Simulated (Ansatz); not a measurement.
**Ta2NF2 monolayer: following an unstable mode**

Aim: this structure of Ta2NF2 monolayer is to be tested for unstable modes, and one is followed downhill.

Main program and level: Ansatz 0.2.0; DFT PBEsol, scalar-relativistic, plane waves, PAW.

### Step 1. The starting structure

The cell holds 5 atoms: 1 N, 2 Ta and 2 F. Cell: a = 3.255 Å, b = 3.255 Å, c = 33.200 Å, α = 90.0°, β = 90.0°, γ = 120.0°. Vacuum lies along c.

### Step 2. The dispersion

The cell comes from relaxations at this level that are not shown. Stability and thermal properties need the whole zone. Linear response on a 6×6×1 q mesh gives force constants as far as a supercell of that size would.

input.yaml

```yaml
crystal:
  lattice:
    - [3.2550074214, 0.0, 0.0]
    - [-1.6275037107, 2.8189191164, 0.0]
    - [0.0, 0.0, 33.2]
  atoms:
    - { symbol: "N", position: [0.0, 0.0, 0.3012048193] }
    - { symbol: Ta, position: [0.3333333333, 0.6666666667, 0.3310790105] }
    - { symbol: Ta, position: [0.6666666667, 0.3333333333, 0.2713306281] }
    - { symbol: F, position: [0.6666666667, 0.3333333333, 0.3707335699] }
    - { symbol: F, position: [0.3333333333, 0.6666666667, 0.2316760686] }
  periodic: [true, true, false]
kpoints:
  mp_grid: { grid: [12, 12, 1] }
hamiltonian:
  xc: pbesol
scf:
  occupations: { method: methfessel_paxton, width: 0.15 }
output:
  eigenvalues: true
phonons:
  method: dfpt
  qmesh: [6, 6, 1]
  temperatures: { t_max: 1000, t_step: 50 }
  qpath:
    path:
      - [0.0, 0.0, 0.0]
      - [0.5, 0.0, 0.0]
      - [0.33333333, 0.33333333, 0.0]
      - [0.0, 0.0, 0.0]
    npoints: 10
```

Command:

```
ansatz run input.yaml --threads 8 --pin off --max-ram 14336MiB --backend cpu --events-out ev --progress --plain --runs-dir out
```

Numbers of over 12 decimals in the logs are rounded to 6 here.

The program printed:

```text
Warning: crystal.symmetry: narrowed to the stabiliser of the run's FFT grids — unitary ops 12 → 6. A phonons.method: dfpt run fills in the rows of the dynamical matrix that it does not solve by its symmetry operations, which is exact only for operations that map its FFT grids onto themselves: filled in by any other, the frequencies could depend on the order in which like atoms are typed, or, by more than the grids' own error, on where the crystal sits among the grids' points. Excluded: 6 operations. The run can therefore solve more perturbations, solve them on more k-points, or both, and cost more. [rest of the remark cut]
Engine: ansatz 0.2.0, aarch64-unknown-linux-gnu
Pseudopotentials: kind: paw
Pseudopotential: N, paw, valence charge 5, recommended cutoff 420 eV (normal), N.paw.azcp
Pseudopotential: Ta, paw, valence charge 13, recommended cutoff 420 eV (normal), Ta.paw.azcp
Pseudopotential: F, paw, valence charge 7, recommended cutoff 420 eV (normal), F.paw.azcp
Functional definition: PBEsol
  exchange = pbesol_x
  correlation = pbesol_c
Crystal: 5 atoms, lattice volume = 304.630 Å³
Basis set: ecut = 420 eV, 6063 PW (Γ), exchange–correlation on 48×48×450 points (8 copies of the dense FFT grid, shifted against one another)
Bands: 28, of which v1, the nominal top of the filled ones, is band 23 counted from 1 (22 counted from 0)
Symmetry: 12 space group operations
k-points: 19 of 144 (irreducible under 6 space group operations, time reversal used)
Non-local potential: N, projectors of the file, l = 0: 2, l = 1: 2, l = 2: 1
Non-local potential: Ta, projectors of the file, l = 0: 3, l = 1: 2, l = 2: 2, l = 3: 1
Non-local potential: F, projectors of the file, l = 0: 2, l = 1: 2, l = 2: 1
PAW form: soft (Blöchl's): semilocal exchange-correlation on the pseudo side does not see the compensation charge
PAW frozen core: N, regenerated for the run's functional, and the local potential with it (the file was generated under x = pbe(κ = 0.804, μ = 0.219515), c = pbe(β = 0.066725))
PAW frozen core: Ta, regenerated for the run's functional, and the local potential with it (the file was generated under x = pbe(κ = 0.804, μ = 0.219515), c = pbe(β = 0.066725))
PAW frozen core: F, regenerated for the run's functional, and the local potential with it (the file was generated under x = pbe(κ = 0.804, μ = 0.219515), c = pbe(β = 0.066725))
PAW one-centre angular grid: N, 110 points (default); XC on 64 Gauss nodes
PAW one-centre angular grid: Ta, 590 points (default); XC on 64 Gauss nodes
PAW one-centre angular grid: F, 110 points (default); XC on 64 Gauss nodes
Initial density: superposition of atomic densities (neutral atoms: chi_scale 0, normalization atom), corrected by the library's trained network
Initial wavefunctions: pseudopotential atomic-orbital guess
Functional: x = pbesol(κ = 0.804, μ = 0.123457), c = pbesol(β = 0.046)
SCF iter   1: F=—  HF=-21594.792148 eV  |F-HF|=—  |Δ(HF+E_count)|=         —  Δρ=7.76e-3  dr2=1.91e-1  ethr=1.77e-3  ⟨swp⟩=11.6  Hψ=3932  notcnv=0
preconditioner: auto → LDOS  [insulator: Δε(μ)=0.173 eV  Ē_g=9.259 eV  σ=0.150 eV  W_gap=0.65  n_scr=20 (ndim 8)  ℏωp=10.6 eV  f_vac=0.784  D(μ)=1.44/eV (n_scr^D=8)  ε∞_Penn≈2.3  β→1.0]
SCF iter   2: F=—  HF=-21594.769799 eV  |F-HF|=—  |Δ(HF+E_count)|=   2.23e-2  S|Δr|=    0.00e0  Δρ=6.29e-3  dr2=8.41e-2  ethr=4.24e-4  ⟨swp⟩=2.9  Hψ=1225  notcnv=0  defer=13
SCF iter   3: F=—  HF=-21594.750275 eV  |F-HF|=—  |Δ(HF+E_count)|=   1.95e-2  S|Δr|=    0.00e0  Δρ=1.47e-3  dr2=3.79e-3  ethr=1.87e-4  ⟨swp⟩=2.8  Hψ=1080  notcnv=0  defer=13
SCF iter   4: F=—  HF=-21594.749465 eV  |F-HF|=—  |Δ(HF+E_count)|=   8.10e-4  S|Δr|=    0.00e0  Δρ=1.52e-4  dr2=7.42e-5  ethr=8.43e-6  ⟨swp⟩=3.9  Hψ=1375  notcnv=0  defer=13
SCF iter   5: F=—  HF=-21594.749485 eV  |F-HF|=—  |Δ(HF+E_count)|=   2.02e-5  S|Δr|=    0.00e0  Δρ=4.42e-5  dr2=5.13e-6  ethr=1.65e-7  ⟨swp⟩=3.5  Hψ=1247  notcnv=0  defer=13
SCF iter   6: F=—  HF=-21594.749487 eV  |F-HF|=—  |Δ(HF+E_count)|=   1.81e-6  S|Δr|=    0.00e0  Δρ=1.02e-5  dr2=1.92e-7  ethr=1.14e-8  ⟨swp⟩=3.7  Hψ=1228  notcnv=0  defer=13
SCF iter   7: F=—  HF=-21594.749311 eV  |F-HF|=—  |Δ(HF+E_count)|=   1.76e-4  S|Δr|=    0.00e0  Δρ=2.57e-6  dr2=1.36e-8  ethr=4.27e-10  ⟨swp⟩=3.2  Hψ=1168  notcnv=0  defer=13
SCF iter   8: F=—  HF=-21594.749311 eV  |F-HF|=—  |Δ(HF+E_count)|=   7.17e-8  S|Δr|=    0.00e0  Δρ=4.75e-7  dr2=5.56e-10  ethr=3.03e-11  ⟨swp⟩=3.5  Hψ=1240  notcnv=0  defer=13
SCF iter   9: F=—  HF=-21594.749311 eV  |F-HF|=—  |Δ(HF+E_count)|=   4.49e-9  S|Δr|=    0.00e0  Δρ=1.20e-7  dr2=3.47e-11  ethr=1.24e-12  ⟨swp⟩=3.7  Hψ=1334  notcnv=0  defer=13
SCF iter  10: F=-21594.749311 eV  HF=-21594.749311 eV  |F-HF|=1.06e-10  |Δ(HF+E_count)|=  2.11e-10  S|Δr|=    0.00e0  Δρ=2.77e-8  dr2=1.11e-12  ethr=1.00e-12  ⟨swp⟩=20.7  Hψ=4599  notcnv=0
SCF 1 converged in 10 iterations: F = -21594.749311 eV  dr2 = 1.11e-12
  greatest PAW one-centre occupation: 1.000 electrons in one spin orbital (limit 2), on the Ta atom at site 2 (counted from 0), in its partial waves of l = 0
phonons: the bands overlap, so this run is a metal and interpolates without the dipole-dipole term. If the crystal is really an insulator or semiconductor, its LO-TO splitting is missing
NSCF: frozen V_eff on 19 k-points
WARN: eigensolver did not converge (k=1): 1 band(s) unlocked after 2 eigensolves, warm-restarted (20 sweeps on the last) at ethr=1.73e-12 eV (storage-precision floor; scheduled 1.00e-12 eV) (lowest unlocked band 27, counted from 0; max residual 5.81e-5 eV among the unlocked bands, 5.81e-5 eV over every band; other slots of this pass that fall short are told together in one closing line; warning suppressed until the next SCF loop or pass starts)
WARN: eigensolver did not converge in 4 slots of this pass, the one above among them; of largest residual over every band (k=3): 1 band(s) unlocked (lowest unlocked band 27, counted from 0; max residual 2.22e-4 eV among the unlocked bands, 2.22e-4 eV over every band); of lowest unlocked band (k=1): band 27
NSCF: frozen V_eff on 43 k-points
DFPT response loops at q = (0, 0, 0) (fractional): preconditioner auto → none (partly filled bands, converged f_vac=0.786); β = 0.50; Broyden in place of MSR1
NSCF: frozen V_eff on 156 k-points
DFPT response loops at q = (0, 0.166667, 0) (fractional): mixed as the last ones told, above
NSCF: frozen V_eff on 156 k-points
DFPT response loops at q = (0, 0.333333, 0) (fractional): mixed as the last ones told, above
NSCF: frozen V_eff on 86 k-points
DFPT response loops at q = (0, -0.5, 0) (fractional): mixed as the last ones told, above
NSCF: frozen V_eff on 288 k-points
DFPT response loops at q = (0.166667, 0.166667, 0) (fractional): mixed as the last ones told, above
NSCF: frozen V_eff on 288 k-points
DFPT response loops at q = (0.166667, 0.333333, 0) (fractional): mixed as the last ones told, above
NSCF: frozen V_eff on 156 k-points
DFPT response loops at q = (0.333333, 0.333333, 0) (fractional): mixed as the last ones told, above
SCF converged after 10 iterations
Stability not checked: this state was not tested for a lower state beside it, because cold or Methfessel-Paxton smearing, or corrected tetrahedra, fill the levels in a way that the test cannot read (fill_not_monotonic; see scf.lower_state_search)
Free energy (F): -21594.749311 eV
Harris-Foulkes:  -21594.749311 eV  (|F-HF|=1.06e-10)
Internal energy: -21594.750456 eV  (E = F + TS)
E sigma→0 (E₀):  -21594.749598 eV
Entropy (-TS):   0.001145 eV (0.229 meV/atom)
Fermi energy:    -3.439903 eV
--- Per-component energies (eV) ---
  E_band       = -1157.237572
  E_kinetic    = 1283.772652
  E_local      = -132363.116112  (includes V_loc(G=0)·N_el)
  E_nonlocal   = 229.715012
  E_hartree    = 65381.636408
  E_xc         = -652.057574
  E_vxc        = -688.166571  (∫ρ·V_xc dr)
  E_paw        = -17056.092368  (= ΣΔE_a)
  E_vpaw       = -382.719819  (= ΣTr[D̂ρ^β])
  E_aug_tail   = 0.004446  (compensation charges beyond the density's cutoff)
  E_ewald      = 61580.846803
  E_core_change = 0.540277  (= ΣΔE_core)
  E_smearing   = 0.001145  (= −TS)
  E_closure    = 0.000000  (closes the sum)
  Σ components = -21594.749311   (vs F -21594.749311, Δ=0.00e0)
--- Band table (eV; the first three rows and the last of 19) ---
  k-point 0: bands = [... 19 lower, -10.0516, -5.9646, -5.9646, -4.1415, -3.6194, -2.4009, -1.8686, -1.8686, ... 1 higher]
  k-point 1: bands = [... 19 lower, -10.0191, -6.1423, -5.8193, -3.9687, -3.2699, -2.6004, -2.3293, -1.8814, ... 1 higher]
  k-point 2: bands = [... 19 lower, -9.9984, -6.4958, -5.4116, -3.8626, -2.7952, -2.6275, -2.3589, -1.8292, ... 1 higher]
  k-point 18: bands = [... 19 lower, -10.1833, -5.1518, -5.1518, -5.0687, -1.3846, -1.3846, -1.1439, -0.1182, ... 1 higher]
--- Phonons (Γ-DFPT): 10 representative perturbations + reference (Σ response iterations 47) ---
  ASR residual: 4.888e-5 → 0.000e0 eV/Å²; symmetrization residual: 6.546e-6 eV/Å²
  The last average, over the group as it would stand without the narrowing to the FFT grids, took up to 6.900e-6 eV/Å² of the zone centre's force constants
  ASR residual per site (eV/Å²): 2.09e-5 4.89e-5 3.53e-5 1.21e-5 1.21e-5
  Γ frequencies (cm⁻¹): 0.00 0.00 0.00 122.42 122.42 192.90 192.90 212.17 212.17 235.06 350.83 373.72 437.30 648.44 648.44
--- Phonons (arbitrary-q DFPT): 7 irreducible q on the 6×6×1 mesh ---
  q = [0.0000, 0.0000, 0.0000] (star 1, of the zone-centre solve; hermiticity 4.46e-7, symmetrization 4.65e-14, taken by the last average 2.35e-7): -0.00 0.00 0.00 122.42 122.42 192.90 192.90 212.17 212.17 235.06 350.83 373.72 437.30 648.44 648.44
  q = [0.0000, 0.1667, 0.0000] (star 6, 15 solved perturbations on 78 of 144 k-point pairs; hermiticity 4.72e-7, symmetrization 5.51e-11, taken by the last average 3.14e-7): -65.47 -24.10 36.41 101.08 112.30 194.47 197.66 209.00 210.42 217.46 342.53 343.97 415.65 637.76 646.05
  q = [0.0000, 0.3333, 0.0000] (star 6, 15 solved perturbations on 78 of 144 k-point pairs; hermiticity 5.18e-7, symmetrization 7.60e-11, taken by the last average 3.47e-7): -93.90 18.57 101.47 114.79 124.34 177.60 196.09 203.29 206.69 210.25 319.01 336.60 419.41 648.78 655.37
  q = [0.0000, -0.5000, 0.0000] (star 3, 15 solved perturbations on 43 of 144 k-point pairs; hermiticity 4.59e-7, symmetrization 5.45e-11, taken by the last average 2.97e-7): -148.48 7.35 111.24 131.68 144.25 170.95 189.51 192.25 197.71 203.36 306.45 330.99 435.47 631.46 646.80
  q = [0.1667, 0.1667, 0.0000] (star 6, 10 solved perturbations in 1110 linear systems a pass and spin channel, the states on 144 of 144 k-point pairs; hermiticity 3.35e-7, symmetrization 8.14e-11, taken by the last average 4.57e-7): -77.64 -55.93 92.97 96.06 127.78 183.11 195.66 198.61 207.22 214.63 324.65 338.03 408.66 648.19 650.76
  q = [0.1667, 0.3333, 0.0000] (star 12, 15 solved perturbations on 144 of 144 k-point pairs: no pair is spared here; hermiticity 2.67e-7, symmetrization 0.00e0, taken by the last average 3.51e-7): -126.26 -80.55 82.76 126.74 153.32 177.52 186.26 189.49 196.04 206.06 312.38 328.65 421.38 641.70 651.34
  q = [0.3333, 0.3333, 0.0000] (star 2, 10 solved perturbations in 545 linear systems a pass and spin channel, the states on 78 of 144 k-point pairs; hermiticity 2.64e-7, symmetrization 2.77e-7, taken by the last average 3.59e-7): -132.39 -65.54 -65.54 147.94 147.94 165.10 182.53 193.11 193.11 200.95 321.25 321.25 419.55 650.68 650.68
  sum rule: each row above includes the acoustic sum rule's correction from the zone centre's row sums; it moved no ω² by more than (0.64 cm⁻¹)²
  mesh force constants: q→R imaginary residual 2.85e-18; ASR residual 4.888e-5 → 0.000e0 eV/Å²; symmetrization residual 1.776e-14 eV/Å²
  interpolated dispersion: 31 rows × 15 modes
  density of states and harmonic sums: on the 24×24×1 q-mesh, interpolated from the force constants of a 6×6×1 supercell (no non-analytic term)
  largest difference from the sums on the solved wave vectors: F 2.13e-2 eV, S 2.76e-5 and C_V 6.28e-6 eV/K
  zero-point energy: 0.228251 eV/cell   skipped modes (ω ≤ 0): 116, of them read as no rigid motion or as one in doubt: 113 (1.901e0 modes/cell left out, lowest -148.48 cm⁻¹)   left out of the sums: 1.27e-1 of the cell's modes: C_V's classical limit lies that fraction below 3 k_B per atom; for a crystal, a wire or a layer, F and S can be off by more, and a phonons.interpolated_qmesh denser along its periods is the remedy for the sampling
```

Wall time 13 min (8 threads of Arm Neoverse V2, shared host); peak memory 3 GiB; 1.7 h of CPU time.

Reading the cycles: dr2 is the Hartree energy of the density residual (eV), the measure of convergence; HF is the Harris–Foulkes estimate of the energy, which meets the free energy F at convergence.

Numbers from this step:

* gap on the k-mesh: 0 eV
* sum-rule residual before enforcement: 4.89e-5 eV/Å²
* lowest frequency on the path: -148.5 cm⁻¹
* point group: -3m
* highest frequency on the path or at a solved wavevector: 655.4 cm⁻¹
* area per atom: 1.835 Å²
* highest optical mode at the zone centre (no LO-TO term): 648.4 cm⁻¹
* lowest optical zone-centre mode: 122.4 cm⁻¹
* lowest mode on the q mesh (acoustic modes at Γ apart): -148.5 cm⁻¹

Frequencies (cm⁻¹) solved at each irreducible wavevector; negative means imaginary. Frequencies by wavevector, by row:

```
q in reciprocal lattice units  star  mode 1  mode 2  mode 3  mode 4  mode 13  mode 14  mode 15
                        0 0 0     1       0       0       0   122.4    437.3    648.4    648.4
                   0 0.1667 0     6   -65.5   -24.1    36.4   101.1    415.6    637.8      646
                   0 0.3333 0     6   -93.9    18.6   101.5   114.8    419.4    648.8    655.4
                     0 -0.5 0     3  -148.5     7.3   111.2   131.7    435.5    631.5    646.8
              0.1667 0.1667 0     6   -77.6   -55.9      93    96.1    408.7    648.2    650.8
              0.1667 0.3333 0    12  -126.3   -80.5    82.8   126.7    421.4    641.7    651.3
              0.3333 0.3333 0     2  -132.4   -65.5   -65.5   147.9    419.6    650.7    650.7
```

Interpolated from a 6×6×1 q mesh. The phonon branches at the labelled points (cm⁻¹):

```
  point  branch 1  branch 2  branch 3  branch 4  branch 12  branch 13  branch 14  branch 15
      Γ         0         0         0       122        374        437        648        648
halfway       -52       -50        75       104        340        411        644        652
      M      -148         7       111       132        331        436        632        647
halfway      -136       -87        78       135        327        425        637        650
      K      -132       -66       -66       148        321        420        651        651
halfway       -78       -56        93        96        338        409        648        651
      Γ         0         0         0       122        374        437        648        648
```

Symmetry leaves 7 wavevectors to solve. The lowest mode among them, the acoustic zeros apart, lies at q = (0, -0.5, 0) and is imaginary, 148.5i cm⁻¹, so the energy falls along it.

### Step 3. The mode frozen in, largest atomic shift 0 Å

The mode followed lies at q = (0.333, 0.333, 0) with frequency 132.4i cm⁻¹, one of the unstable modes though not the softest. At small amplitude the distorted cell has space group no. 147 by a symmetry search on the positions. The undistorted cell that holds it gives the zero of energy on the same k mesh.

System of this step: Ta2NF2 monolayer. The cell holds 15 atoms: 3 N, 6 Ta and 6 F. Cell: a = 5.638 Å, b = 5.638 Å, c = 33.200 Å, α = 90.0°, β = 90.0°, γ = 60.0°. It derives from Ta2NF2. Vacuum lies along c.

input.yaml

```yaml
crystal:
  lattice:
    - [4.882511132, 2.8189191165, 0.0]
    - [0.0, 5.6378382328, 0.0]
    - [0.0, 0.0, 33.2]
  atoms:
    - { symbol: "N", position: [0.0, 0.0, 0.3012048193] }
    - { symbol: "N", position: [0.3333333333, 0.3333333333, 0.3012048193] }
    - { symbol: "N", position: [0.6666666667, 0.6666666667, 0.3012048193] }
    - { symbol: Ta, position: [1.0, 0.3333333333, 0.3310790105] }
    - { symbol: Ta, position: [0.3333333333, 0.6666666667, 0.3310790105] }
    - { symbol: Ta, position: [0.6666666667, 1.0, 0.3310790105] }
    - { symbol: Ta, position: [0.3333333333, 1.0, 0.2713306281] }
    - { symbol: Ta, position: [0.6666666667, 0.3333333333, 0.2713306281] }
    - { symbol: Ta, position: [1.0, 0.6666666667, 0.2713306281] }
    - { symbol: F, position: [0.3333333333, 1.0, 0.3707335699] }
    - { symbol: F, position: [0.6666666667, 0.3333333333, 0.3707335699] }
    - { symbol: F, position: [1.0, 0.6666666667, 0.3707335699] }
    - { symbol: F, position: [1.0, 0.3333333333, 0.2316760686] }
    - { symbol: F, position: [0.3333333333, 0.6666666667, 0.2316760686] }
    - { symbol: F, position: [0.6666666667, 1.0, 0.2316760686] }
  periodic: [true, true, false]
kpoints:
  mp_grid: { grid: [9, 9, 1] }
hamiltonian:
  xc: pbesol
scf:
  occupations: { method: methfessel_paxton, width: 0.15 }
output:
  forces: true
  stress: true
  eigenvalues: true
```

The program printed:

```text
[...]
Crystal: 15 atoms, lattice volume = 913.890 Å³
Basis set: ecut = 420 eV, 17871 PW (Γ), exchange–correlation on 80×80×450 points (8 copies of the dense FFT grid, shifted against one another)
Bands: 83, of which v1, the nominal top of the filled ones, is band 68 counted from 1 (67 counted from 0)
Symmetry: 36 space group operations
[...]
k-points: 12 of 81
[...]
k-point 1: bands = [... 64 lower, -5.3748, -4.7618, -4.6135, -4.2940, -4.0507, -3.4225, -2.5564, -2.2309, ... 11 higher]
  k-point 2: bands = [... 64 lower, -5.5328, -4.3206, -4.0346, -3.8418, -3.4946, -2.9604, -2.7091, -2.5444, ... 11 higher]
  k-point 11: bands = [... 64 lower, -4.1278, -4.1278, -3.9368, -3.9368, -3.9368, -2.4402, -2.4402, -2.4402, ... 11 higher]
  ° read free of the cell's end (the report's vacuum.weakly_bound_levels)
[key lines of the parts left out:]
SCF converged after 7 iterations
Free energy (F): -64784.220476 eV
Fermi energy:    -3.441749 eV
P = ½ c Tr σ = 0.1506 N/m
```

Elapsed: 7.2 s, on 8 threads; peak memory 3.3 GiB.

This run has no spin polarisation although its electron count is odd.

Numbers from this step:

```
energy from the undistorted cell : 0 meV/atom
```

(Part 1 of 3 ends here.)

[Logs are printed without paths, hosts, clocks, repeated set-up lines and the standing remarks that a program may print on its own settings, such as how far it seeks lower states.]

[Hosts, paths, dates, database ids (printed as entryN), source tags and the programs' standing remarks are cut or masked in the printed files.]
